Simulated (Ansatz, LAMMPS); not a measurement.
# Settings and their price: amorphous polycarbonate of ethylene (as short chains C26O24H38) at 300 K (176 atoms)

Density of this cell: 1.21 g/cm³. The cell holds 176 atoms: 52 C, 48 O and 76 H. Cell: a = 12.616 Å, b = 12.616 Å, c = 12.616 Å, α = 90.0°, β = 90.0°, γ = 90.0°. 2 polycarbonate of ethylene chains of 8 units with methyl end groups placed at random, at 1.22 g/cm³; overlaps pushed apart, then 20 ps at 800 K with MMFF94 bonds, angles, torsions, charges and radii (Halgren, J. Comput. Chem. 17, 490 (1996)) in harmonic and 12-6 forms. Snapshot after 30 ps at 300 K and fixed volume.

Geometry: as built.

Reference run: Kohn-Sham DFT, PBE+D4, PAW (set soft_2), plane waves (Ansatz 0.2.0), cutoff 750 eV, Γ point, fixed occupations.

| Property | Result |
| --- | --- |
| r.m.s. force component | 0.8904 eV/Å |
| gap (highest filled to lowest empty level) | 5.243 eV |
| SCF cycles | 11 |
| time | 11 s on 8 threads of AMD EPYC 9R45, shared host |

Q: Estimate how much each variant changes the results, and its time and memory.
- support functions medium
- support functions low
- support functions high
- support functions medium, radius 3.37 Å
- support functions medium, radius 3.65 Å
- support functions medium, radius 3.89 Å
- support functions medium, radius 4.17 Å
- support functions medium, radius 4.69 Å
- support functions medium, radius 5.21 Å

Differences are against the run with plane waves at 750 eV (Kohn-Sham DFT, PBE+D4, PAW (set soft_2), plane waves), whose r.m.s. force component is 0.890 eV/Å. Energies are set beside the reference only for runs with its functional, potentials and electron count. Times are for 8 threads of AMD EPYC 9R45, shared host.

```csv
run,"Δ force, r.m.s. (meV/Å)",share of r.m.s. force (%),Δ energy (meV/atom),Δ gap (eV),cycles,time,host memory (GiB)
reference,-,-,-,-,11,11 s,5.9
support functions medium,1.01,0.114,-0.602,1.0e-4,14,40 s,5.0
support functions low,1.07,0.120,-0.601,3.0e-4,13,36 s,4.9
support functions high,0.765,0.0859,-0.677,1.0e-4,18,2.8 min,12
"support functions medium, radius 3.37 Å",1.05,0.118,-0.602,0,15,39 s,4.8
"support functions medium, radius 3.65 Å",1.00,0.113,-0.602,1.0e-4,14,50 s,5.2
"support functions medium, radius 3.89 Å",0.985,0.111,-0.602,1.0e-4,14,57 s,5.6
"support functions medium, radius 4.17 Å",0.974,0.109,-0.602,2.0e-4,14,65 s,6.2
"support functions medium, radius 4.69 Å",0.969,0.109,-0.602,2.0e-4,14,89 s,7.7
"support functions medium, radius 5.21 Å",0.963,0.108,-0.602,3.0e-4,14,2.1 min,9.7
```

Among numerical settings the force difference runs from 0.77 meV/Å (support functions high) to 1.1 meV/Å (support functions low). At 176 atoms the fastest of the runs at a preset level, support functions low, takes 3.3 times the time of plane waves, in 13 SCF cycles against 11. Differences between support functions and plane waves include what basis error the plane-wave run still has. As the radius goes from 3.37 to 5.21 Å, the force difference goes from 1.0 to 0.96 meV/Å, and the time from 39 s to 2.1 min. 

[Logs are printed without paths, hosts, clocks, repeated set-up lines and the standing remarks that a program may print on its own settings, such as how far it seeks lower states.]

[Hosts, paths, dates, database ids (printed as entryN), source tags and the programs' standing remarks are cut or masked in the printed files.]

[The MMFF94 radii named for the starting cell were scaled by 0.96; in molecules described by MMFF94, hydrogen bound to N, O or S took a small fixed 12-6 site in their place.]
